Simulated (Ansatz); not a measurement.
# GdO (F-43m): a soft mode frozen in

Aim: this structure of GdO (F-43m) is to be tested for unstable modes, and one is followed downhill.

Program: Ansatz 0.2.0. Level of theory: DFT PBE, scalar-relativistic, plane waves, norm-conserving pseudopotentials, 4f in core. Results are calculated unless marked as measured.

### Step 1. The starting structure

The structure is cubic, space group F-43m (No. 216). Conventional cell: a = 5.343 Å, b = 5.343 Å, c = 5.343 Å, α = 90.00°, β = 90.00°, γ = 90.00°. Nearest to Gd lie 4 O at 2.31 Å. O has 4 Gd at 2.31 Å nearest. Farther neighbours and most contacts between anions are not listed.

### Step 2. Phonons on a q mesh

The cell comes from relaxations at this level that are not shown. Stability and thermal properties need the whole zone. Linear response on a 4×4×4 q mesh gives force constants as far as a supercell of that size would.

Input file input.yaml:

```yaml
crystal:
  lattice:
    - [0.0, 2.6714945918, 2.6714945918]
    - [2.6714945918, 0.0, 2.6714945918]
    - [2.6714945918, 2.6714945918, 0.0]
  atoms:
    - { symbol: Gd, position: [0.0, 0.0, 0.0] }
    - { symbol: O, position: [0.25, 0.25, 0.25] }
kpoints:
  mp_grid: { grid: [16, 16, 16] }
hamiltonian:
  xc: pbe
  pseudopotentials:
    kind: nc
    azcp: { Gd: "pseudopotentials/pbe/nc/lanthanide_3plus/Gd.nc.azcp" }
scf:
  occupations: { method: methfessel_paxton, width: 0.2 }
output:
  eigenvalues: true
phonons:
  method: dfpt
  qmesh: [4, 4, 4]
  temperatures: { t_max: 1000, t_step: 50 }
  qpath:
    path:
      - [[0.0, 0.0, 0.0], [-0.5, -0.5, 0.0], [-0.375, -0.375, 0.25]]
      - [[-0.375, 0.0, 0.375], [0.0, 0.0, 0.0], [0.0, 0.0, 0.5], [-0.5, -0.25, 0.25], [-0.5, -0.5, 0.0]]
    npoints: 10
```

Run with:

```bash
ansatz run input.yaml --threads 8 --pin off --max-ram 14336MiB --backend cpu --events-out ev --progress --plain --runs-dir out
```

Numbers of over 12 decimals in the logs are rounded to 6 here.

Log:

```text
Engine: ansatz 0.2.0, x86_64-unknown-linux-gnu
Pseudopotentials: kind: nc
Pseudopotential: Gd, nc, valence charge 11, recommended cutoff 707.496042 eV (normal), <dir>
Pseudopotential: O, nc, valence charge 6, recommended cutoff 1240 eV (normal), O.nc.azcp
Functional definition: PBE
  parameter kappa = 0.804
  parameter beta = 0.066725
  exchange = pbe_x(kappa = kappa, mu = beta*pi^2/3)
  correlation = pbe_c(beta = beta)
Crystal: 2 atoms, lattice volume = 38.132 Å³
Basis set: ecut = 1240 eV, 3767 PW (Γ), exchange–correlation on 90×90×90 points (8 copies of the dense FFT grid, shifted against one another)
Bands: 13, of which v1, the nominal top of the filled ones, is band 9 counted from 1 (8 counted from 0)
Symmetry: 24 space group operations
k-points: 145 of 4096 (time reversal used)
Non-local potential: Gd, projectors of the file, l = 0: 2, l = 1: 2, l = 2: 2, l = 3: 1
Non-local potential: O, projectors of the file, l = 0: 2, l = 1: 2, l = 2: 1
Initial density: superposition of atomic densities (chi_scale 0.1, normalization cell, long waves kept (reshape's long-wave potential 0.00 eV rms))
Initial wavefunctions: pseudopotential atomic-orbital guess
Functional: x = pbe(κ = 0.804, μ = 0.219515), c = pbe(β = 0.066725)
SCF iter   1: F=—  HF=-1599.441721 eV  |F-HF|=—  |Δ(HF+E_count)|=         —  Δρ=6.73e-2  dr2=1.44e0  ethr=3.10e-3  ⟨swp⟩=6.9  Hψ=14352  notcnv=0
preconditioner: auto → Kerker (q_TF=auto, 2.385 Å⁻¹)  [metal: Δε(μ)=0.017 eV  Ē_g=7.381 eV  σ=0.200 eV  W_gap=0.07  n_scr=14 (ndim 8)  ℏωp=15.9 eV  f_vac=0.000  D(μ)=1.22/eV (n_scr^D=14)]
SCF iter   2: F=—  HF=-1599.167778 eV  |F-HF|=—  |Δ(HF+E_count)|=   2.74e-1  S|Δr|=    0.00e0  Δρ=2.34e-2  dr2=2.76e-1  ethr=3.10e-3  ⟨swp⟩=2.7  Hψ=4553  notcnv=0
SCF iter   3: F=—  HF=-1599.118252 eV  |F-HF|=—  |Δ(HF+E_count)|=   4.95e-2  S|Δr|=    0.00e0  Δρ=1.36e-2  dr2=1.09e-1  ethr=1.62e-3  ⟨swp⟩=1.7  Hψ=2588  notcnv=0
SCF iter   4: F=—  HF=-1599.097698 eV  |F-HF|=—  |Δ(HF+E_count)|=   2.06e-2  S|Δr|=    0.00e0  Δρ=6.09e-3  dr2=2.38e-2  ethr=6.40e-4  ⟨swp⟩=1.9  Hψ=2462  notcnv=0
SCF iter   5: F=—  HF=-1599.093717 eV  |F-HF|=—  |Δ(HF+E_count)|=   3.98e-3  S|Δr|=    0.00e0  Δρ=1.39e-3  dr2=1.29e-3  ethr=1.40e-4  ⟨swp⟩=2.7  Hψ=3139  notcnv=0
SCF iter   6: F=—  HF=-1599.093843 eV  |F-HF|=—  |Δ(HF+E_count)|=   1.26e-4  S|Δr|=    0.00e0  Δρ=2.19e-4  dr2=2.45e-5  ethr=7.60e-6  ⟨swp⟩=2.6  Hψ=3197  notcnv=0
SCF iter   7: F=—  HF=-1599.093851 eV  |F-HF|=—  |Δ(HF+E_count)|=   7.59e-6  S|Δr|=    0.00e0  Δρ=3.83e-5  dr2=5.54e-7  ethr=1.44e-7  ⟨swp⟩=2.4  Hψ=3132  notcnv=0
SCF iter   8: F=—  HF=-1599.093890 eV  |F-HF|=—  |Δ(HF+E_count)|=   3.95e-5  S|Δr|=    0.00e0  Δρ=8.18e-6  dr2=2.86e-8  ethr=3.26e-9  ⟨swp⟩=2.2  Hψ=3154  notcnv=0
SCF iter   9: F=—  HF=-1599.093890 eV  |F-HF|=—  |Δ(HF+E_count)|=   5.19e-9  S|Δr|=    0.00e0  Δρ=2.57e-6  dr2=1.92e-9  ethr=1.68e-10  ⟨swp⟩=2.6  Hψ=3381  notcnv=0
SCF iter  10: F=—  HF=-1599.093890 eV  |F-HF|=—  |Δ(HF+E_count)|=  4.41e-10  S|Δr|=    0.00e0  Δρ=3.43e-7  dr2=3.26e-11  ethr=1.13e-11  ⟨swp⟩=2.4  Hψ=2951  notcnv=0
SCF iter  11: F=-1599.093890 eV  HF=-1599.093890 eV  |F-HF|=2.27e-13  |Δ(HF+E_count)|=  2.39e-11  S|Δr|=    0.00e0  Δρ=4.24e-8  dr2=3.30e-13  ethr=1.00e-12  ⟨swp⟩=8.5  Hψ=11394  notcnv=0
SCF 1 converged in 11 iterations: F = -1599.093890 eV  dr2 = 3.30e-13
phonons: the bands overlap, so this run is a metal and interpolates without the dipole-dipole term. If the crystal is really an insulator or semiconductor, its LO-TO splitting is missing
NSCF: frozen V_eff on 145 k-points
WARN: eigensolver did not converge in 7 slots of this pass, the one above among them; of largest residual over every band (k=24): 1 band(s) unlocked (lowest unlocked band 12, counted from 0; max residual 4.73e-4 eV among the unlocked bands, 4.73e-4 eV over every band); of lowest unlocked band (k=9): band 12
NSCF: frozen V_eff on 349 k-points
DFPT response loops at q = (0, 0, 0) (fractional): preconditioner auto → Kerker (q_TF=auto, 2.385 Å⁻¹) (partly filled bands, converged f_vac=0.000); β = 1.00, the filter's whole step (`scf.mixing.beta` (0.50) is not read by the response loops under this deck's `scf.mixing.preconditioner`; to damp them name `kerker` or `kerker_dos`, under which they read `scf.mixing.beta`, and type it under 1.00, their step now; both keys bind the ground state too); Broyden in place of MSR1
NSCF: frozen V_eff on 4352 k-points
DFPT response loops at q = (0, 0, 0.25) (fractional): mixed as the last ones told, above
NSCF: frozen V_eff on 2196 k-points
DFPT response loops at q = (0, 0, -0.5) (fractional): mixed as the last ones told, above
NSCF: frozen V_eff on 2320 k-points
DFPT response loops at q = (0, 0.25, 0.25) (fractional): mixed as the last ones told, above
NSCF: frozen V_eff on 8192 k-points
DFPT response loops at q = (0, 0.25, -0.5) (fractional): mixed as the last ones told, above
phonons.qmesh, q = [0.0000, 0.2500, -0.5000]: its response loops start from zero, take more passes and end by a threshold: the memory limit or budget leaves too little room for the subspace of the ground state's own states beside the solves, or none could be made (phonons.method)
NSCF: frozen V_eff on 4352 k-points
DFPT response loops at q = (0, 0.25, -0.25) (fractional): mixed as the last ones told, above
NSCF: frozen V_eff on 1242 k-points
DFPT response loops at q = (0, -0.5, -0.5) (fractional): mixed as the last ones told, above
NSCF: frozen V_eff on 2320 k-points
DFPT response loops at q = (0.25, -0.5, -0.25) (fractional): mixed as the last ones told, above
SCF converged after 11 iterations
Stability not checked: this state was not tested for a lower state beside it, because cold or Methfessel-Paxton smearing, or corrected tetrahedra, fill the levels in a way that the test cannot read (fill_not_monotonic; see scf.lower_state_search)
Free energy (F): -1599.093890 eV
Harris-Foulkes:  -1599.093890 eV  (|F-HF|=2.27e-13)
Internal energy: -1599.095680 eV  (E = F + TS)
E sigma→0 (E₀):  -1599.094338 eV
Entropy (-TS):   0.001789 eV (0.895 meV/atom)
Fermi energy:    11.297979 eV
--- Per-component energies (eV) ---
  E_band       = -104.965646
  E_kinetic    = 589.205523
  E_local      = -924.184419  (includes V_loc(G=0)·N_el)
  E_nonlocal   = -38.606646
  E_hartree    = 296.661756
  E_xc         = -409.547205
  E_vxc        = -324.703612  (∫ρ·V_xc dr)
  E_ewald      = -1112.624688
  E_smearing   = 0.001789  (= −TS)
  E_closure    = -0.000000  (closes the sum)
  Σ components = -1599.093890   (vs F -1599.093890, Δ=0.00e0)
--- Band table (eV; the first three rows and the last of 145) ---
  k-point 0: bands = [... 5 lower, 5.3369, 5.3369, 5.3369, 9.3171, 14.1396, 14.1396, 16.1243, 16.1243]
  k-point 1: bands = [... 5 lower, 5.3070, 5.3560, 5.3560, 9.4726, 14.0542, 14.0542, 16.0305, 16.2290]
  k-point 2: bands = [... 5 lower, 5.2492, 5.4094, 5.4094, 9.8912, 13.8718, 13.8718, 15.7869, 16.4582]
  k-point 144: bands = [... 5 lower, 5.6449, 5.7330, 6.5154, 10.8891, 12.1485, 14.8949, 16.0220, 17.3768]
--- Phonons (Γ-DFPT): 2 representative perturbations + reference (Σ response iterations 6) ---
  ASR residual: 3.989e-5 → 0.000e0 eV/Å²; symmetrization residual: 4.280e-7 eV/Å²
  ASR residual per site (eV/Å²): 3.99e-5 7.63e-6
  Γ frequencies (cm⁻¹): 0.00 0.00 0.00 217.44 217.44 217.44
--- Phonons (arbitrary-q DFPT): 8 irreducible q on the 4×4×4 mesh ---
  q = [0.0000, 0.0000, 0.0000] (star 1, of the zone-centre solve; hermiticity 3.39e-7, symmetrization 1.35e-14): -0.00 0.00 0.00 217.44 217.44 217.44
  q = [0.0000, 0.0000, 0.2500] (star 8, 2 solved perturbations on 2176 of 4096 k-point pairs; hermiticity 3.12e-7, symmetrization 4.40e-13, the responses' own estimated error 6.1e-5 eV/Å²): 49.69 49.69 65.29 173.14 215.77 215.77
  q = [0.0000, 0.0000, -0.5000] (star 4, 2 solved perturbations on 1098 of 4096 k-point pairs; hermiticity 1.61e-7, symmetrization 2.47e-13, the responses' own estimated error 4.6e-5 eV/Å²): 67.22 67.22 82.10 248.46 248.46 268.65
  q = [0.0000, 0.2500, 0.2500] (star 6, 4 solved perturbations in 3616 linear systems a pass and spin channel, the states on 1160 of 4096 k-point pairs; hermiticity 2.38e-7, symmetrization 1.81e-13, the responses' own estimated error 5.5e-5 eV/Å²): 70.89 70.89 89.58 217.01 233.27 233.27
  q = [0.0000, 0.2500, -0.5000] (star 24, 4 solved perturbations in 12544 linear systems a pass and spin channel, the states on 4096 of 4096 k-point pairs; hermiticity 8.73e-7, symmetrization 1.12e-13): 42.69 83.79 138.28 258.77 269.01 313.05
  q = [0.0000, 0.2500, -0.2500] (star 12, 4 solved perturbations in 6672 linear systems a pass and spin channel, the states on 2176 of 4096 k-point pairs; hermiticity 1.67e-7, symmetrization 1.59e-13, the responses' own estimated error 5.0e-5 eV/Å²): -33.48 61.48 136.89 251.44 261.37 275.78
  q = [0.0000, -0.5000, -0.5000] (star 3, 4 solved perturbations in 1940 linear systems a pass and spin channel, the states on 621 of 4096 k-point pairs; hermiticity 2.06e-7, symmetrization 2.23e-13, the responses' own estimated error 4.5e-5 eV/Å²): 99.18 99.18 133.80 285.45 285.45 331.31
  q = [0.2500, -0.5000, -0.2500] (star 6, 4 solved perturbations in 3498 linear systems a pass and spin channel, the states on 1160 of 4096 k-point pairs; hermiticity 1.53e-7, symmetrization 1.09e-13, the responses' own estimated error 4.4e-5 eV/Å²): 64.49 77.90 154.14 256.88 289.99 357.31
  sum rule: each row above includes the acoustic sum rule's correction from the zone centre's row sums; it moved no ω² by more than (0.36 cm⁻¹)²
  mesh force constants: q→R imaginary residual 1.25e-18; ASR residual 3.989e-5 → 0.000e0 eV/Å²; symmetrization residual 2.665e-15 eV/Å²
  interpolated dispersion: 62 rows × 6 modes
  density of states and harmonic sums: on the 20×20×20 q-mesh, interpolated from the force constants of a 4×4×4 supercell (no non-analytic term)
  largest difference from the sums on the solved wave vectors: F 2.62e-2 eV, S 2.97e-5 and C_V 4.11e-6 eV/K
  zero-point energy: 0.063286 eV/cell   skipped modes (ω ≤ 0): 48, of them read as no rigid motion or as one in doubt: 45 (1.935e-1 modes/cell left out, lowest -44.26 cm⁻¹)   left out of the sums: 3.23e-2 of the cell's modes: C_V's classical limit lies that fraction below 3 k_B per atom; for a crystal, a wire or a layer, F and S can be off by more, and a phonons.interpolated_qmesh denser along its periods is the remedy for the sampling
```

Wall time 17 min (8 threads of Intel Xeon Platinum 8375C at 2.90GHz (Ice Lake), shared host); peak memory 13 GiB.

The files freeze the 4f shell of Gd into the core, so its moment is left out.

Numbers from this step:

```
volume per atom                                         : 19.07 Å³
gap on the k-mesh                                       : 0 eV
sum-rule residual before enforcement                    : 3.99e-5 eV/Å²
lowest frequency on the path                            : -42.26 cm⁻¹
point group                                             : -43m
highest frequency on the path or at a solved wavevector : 357.3 cm⁻¹
highest optical mode at the zone centre (no LO-TO term) : 217.4 cm⁻¹
lowest optical zone-centre mode                         : 217.4 cm⁻¹
lowest mode on the q mesh (acoustic modes at Γ apart)   : -33.48 cm⁻¹
```

Frequencies (cm⁻¹) solved at each irreducible wavevector; negative means imaginary. Frequencies by wavevector, by row:

```
q in reciprocal lattice units  star  mode 1  mode 2  mode 3  mode 4  mode 5  mode 6
                        0 0 0     1       0       0       0   217.4   217.4   217.4
                     0 0 0.25     8    49.7    49.7    65.3   173.1   215.8   215.8
                     0 0 -0.5     4    67.2    67.2    82.1   248.5   248.5   268.6
                  0 0.25 0.25     6    70.9    70.9    89.6     217   233.3   233.3
                  0 0.25 -0.5    24    42.7    83.8   138.3   258.8     269   313.1
                 0 0.25 -0.25    12   -33.5    61.5   136.9   251.4   261.4   275.8
                  0 -0.5 -0.5     3    99.2    99.2   133.8   285.4   285.4   331.3
              0.25 -0.5 -0.25     6    64.5    77.9   154.1   256.9     290   357.3
```

Interpolated from a 4×4×4 q mesh. Phonon branches along the path, in cm⁻¹:

```
    point  branch 1  branch 2  branch 3  branch 4  branch 5  branch 6
        Γ         0         0         0       217       217       217
  halfway        71        71        90       217       233       233
        X        99        99       134       285       285       331
  halfway        85        96       141       276       284       340
        U        60        88       149       269       281       343
jump to K        60        88       149       269       281       343
  halfway       -42        50       113       213       225       238
        Γ         0         0         0       217       217       217
  halfway        50        50        65       173       216       216
        L        67        67        82       248       248       269
  halfway        28        74       142       256       273       313
        W        64        78       154       257       290       357
  halfway        80        89       146       267       287       347
        X        99        99       134       285       285       331
```

The phonon branches as a text plot (rows in cm⁻¹):

```
    349 |               ***                              ******
    332 |           ****   *                           **      **
    316 |                   *                         *
    299 |         **                                 *
    282 |        *********** **                    **  **********
    266 |        *      *******                 *** ***     ***
    249 |       *            ***               *************
    232 |      *                **            **
    216 |*******                ***************
    199 |  * **                   **     *   *
    182 |   *                    *  *
    166 |                         **      ***
    149 |              ******                         *********
    133 |         *****      ***                    **         **
    116 |        *              *                  *
     99 |       * *******        *                *           ***
     83 |    *****     *****      **       *    **    *********
     66 |   ****         ** ***     *     * * ********   ****
     49 |  **              *   *****     * ***    *     *
     33 | **                *     ****  ***        *  **
     16 | *                          *  *           **
     -1 |*                       *    **
    -17 |
    -34 |                    ****
         Γ           X  U|K            Γ         L        W     X
```

Symmetry leaves 8 wavevectors to solve. The lowest mode among them, the acoustic zeros apart, lies at q = (0, 0.25, -0.25) and is imaginary, 33.5i cm⁻¹, so the energy falls along it. Between them the interpolated path dips to 42i cm⁻¹.

### Step 3. The mode frozen in, largest atomic shift 0 Å

The mode followed lies at q = (0, 0.25, -0.25) with frequency 33.5i cm⁻¹, the softest among the wavevectors solved. At small amplitude the distorted cell has space group no. 25 by a symmetry search on the positions. The undistorted cell that holds it gives the zero of energy on the same k mesh.

System of this step: GdO. Symmetry: F-43m, No. 216, cubic system. Conventional cell: a = 5.343 Å, b = 5.343 Å, c = 5.343 Å, α = 90.00°, β = 90.00°, γ = 90.00°. Gd has 4 O at 2.31 Å nearest. Nearest to O lie 4 Gd at 2.31 Å. Farther neighbours and most contacts between anions are not listed.

input.yaml, the sections that differ from step 2:

```yaml
crystal:
  lattice:
    - [0.0, 2.6714945918, 2.6714945918]
    - [-5.3429891836, 0.0, 0.0]
    - [0.0, -5.3429891836, 5.3429891836]
  atoms:
    - { symbol: Gd, position: [0.0, 1.0, 1.0] }
    - { symbol: Gd, position: [0.0, 0.0, 0.5] }
    - { symbol: Gd, position: [0.5, 0.5, 0.25] }
    - { symbol: Gd, position: [0.5, 0.5, 0.75] }
    - { symbol: O, position: [0.5, 0.75, 0.0] }
    - { symbol: O, position: [0.5, 0.75, 0.5] }
    - { symbol: O, position: [0.0, 0.25, 0.25] }
    - { symbol: O, position: [0.0, 0.25, 0.75] }
kpoints:
  mp_grid: { grid: [10, 8, 6] }
output:
  forces: true
  stress: true
  eigenvalues: true
# hamiltonian, scf: as in step 2
# phonons: removed
```

Log:

```text
[...]
Crystal: 8 atoms, lattice volume = 152.529 Å³
Basis set: ecut = 1240 eV, 15129 PW (Γ), exchange–correlation on 90×128×180 points (8 copies of the dense FFT grid, shifted against one another)
Bands: 42, of which v1, the nominal top of the filled ones, is band 34 counted from 1 (33 counted from 0)
Symmetry: 16 space group operations
[...]
k-point 0: bands = [... 30 lower, 6.5191, 6.5197, 9.3171, 10.8984, 11.5847, 11.5847, 12.3737, 13.2208, ... 4 higher]
  k-point 1: bands = [... 30 lower, 6.4918, 6.4950, 9.5007, 10.8939, 11.2511, 11.6605, 12.3561, 13.0872, ... 4 higher]
  k-point 2: bands = [... 30 lower, 6.4123, 6.4250, 9.9907, 10.8625, 10.9563, 11.2898, 12.3901, 12.8618, ... 4 higher]
  k-point 119: bands = [... 30 lower, 6.1590, 6.1590, 11.3302, 11.3302, 11.3302, 11.3302, 12.7723, 12.7723, ... 4 higher]
[key lines of the parts left out:]
SCF converged after 9 iterations
Free energy (F): -6396.376182 eV
Fermi energy:    11.295200 eV
P = ⅓ Tr σ = 0.0006 GPa (0.006 kbar)
```

Elapsed: 36 s, on 8 threads; peak memory 2.8 GiB.

This step gave:

| Quantity | Value |
| --- | --- |
| pressure | 6.40e-4 GPa |
| energy from the undistorted cell | 0 meV/atom |

The run ends at a pressure of 0.00 GPa, with forces up to 0.0099 eV/Å.

### Step 4. The mode frozen in, largest atomic shift 0.14 Å

The atoms are moved along the unstable eigenvector, the largest shift by 0.14 Å, with the cell fixed.

input.yaml, the sections that differ from step 3:

```yaml
crystal:
  lattice:
    - [0.0, 2.6714945918, 2.6714945918]
    - [-5.3429891836, 0.0, 0.0]
    - [0.0, -5.3429891836, 5.3429891836]
  atoms:
    - { symbol: Gd, position: [0.0, 1.0, 0.9868688893] }
    - { symbol: Gd, position: [0.0, 0.0, 0.5131311107] }
    - { symbol: Gd, position: [0.5, 0.4811126635, 0.25] }
    - { symbol: Gd, position: [0.5, 0.5188873365, 0.75] }
    - { symbol: O, position: [0.5, 0.75, 0.0185280086] }
    - { symbol: O, position: [0.5, 0.75, 0.4814719914] }
    - { symbol: O, position: [0.0, 0.244276674, 0.25] }
    - { symbol: O, position: [0.0, 0.255723326, 0.75] }
# kpoints, hamiltonian, scf, output: as in step 3
```

Log:

```text
[...]
Crystal: 8 atoms, lattice volume = 152.529 Å³
Basis set: ecut = 1240 eV, 15129 PW (Γ), exchange–correlation on 90×128×180 points (8 copies of the dense FFT grid, shifted against one another)
Bands: 42, of which v1, the nominal top of the filled ones, is band 34 counted from 1 (33 counted from 0)
Symmetry: 4 space group operations
[...]
k-point 0: bands = [... 30 lower, 6.5456, 6.5494, 9.3028, 10.9461, 11.5454, 11.6119, 12.4152, 13.1595, ... 4 higher]
  k-point 1: bands = [... 30 lower, 6.5196, 6.5210, 9.4802, 10.9358, 11.3074, 11.6266, 12.3543, 13.0265, ... 4 higher]
  k-point 2: bands = [... 30 lower, 6.4430, 6.4478, 9.9427, 10.8449, 11.0801, 11.3616, 12.2302, 12.9950, ... 4 higher]
  k-point 119: bands = [... 30 lower, 6.2287, 6.2516, 11.2088, 11.2150, 11.5414, 11.6308, 12.1669, 12.6968, ... 4 higher]
[key lines of the parts left out:]
SCF converged after 12 iterations
Free energy (F): -6396.388067 eV
Fermi energy:    11.290118 eV
P = ⅓ Tr σ = 0.2904 GPa (2.904 kbar)
```

Elapsed: 41 s, on 8 threads; peak memory 2.8 GiB; 5.3 min of CPU time.

This step gave:

```
pressure                         : 0.2904 GPa
energy from the undistorted cell : -1.429 meV/atom
```

The energy, extrapolated to zero smearing, is -1.43 meV/atom against the undistorted cell.

The run ends at a pressure of 0.29 GPa, with forces up to 0.26 eV/Å.

(Part 1 of 3 ends here.)

[Logs are printed without paths, hosts, clocks, repeated set-up lines and the standing remarks that a program may print on its own settings, such as how far it seeks lower states.]

[Hosts, paths, dates, database ids (printed as entryN), source tags and the programs' standing remarks are cut or masked in the printed files.]
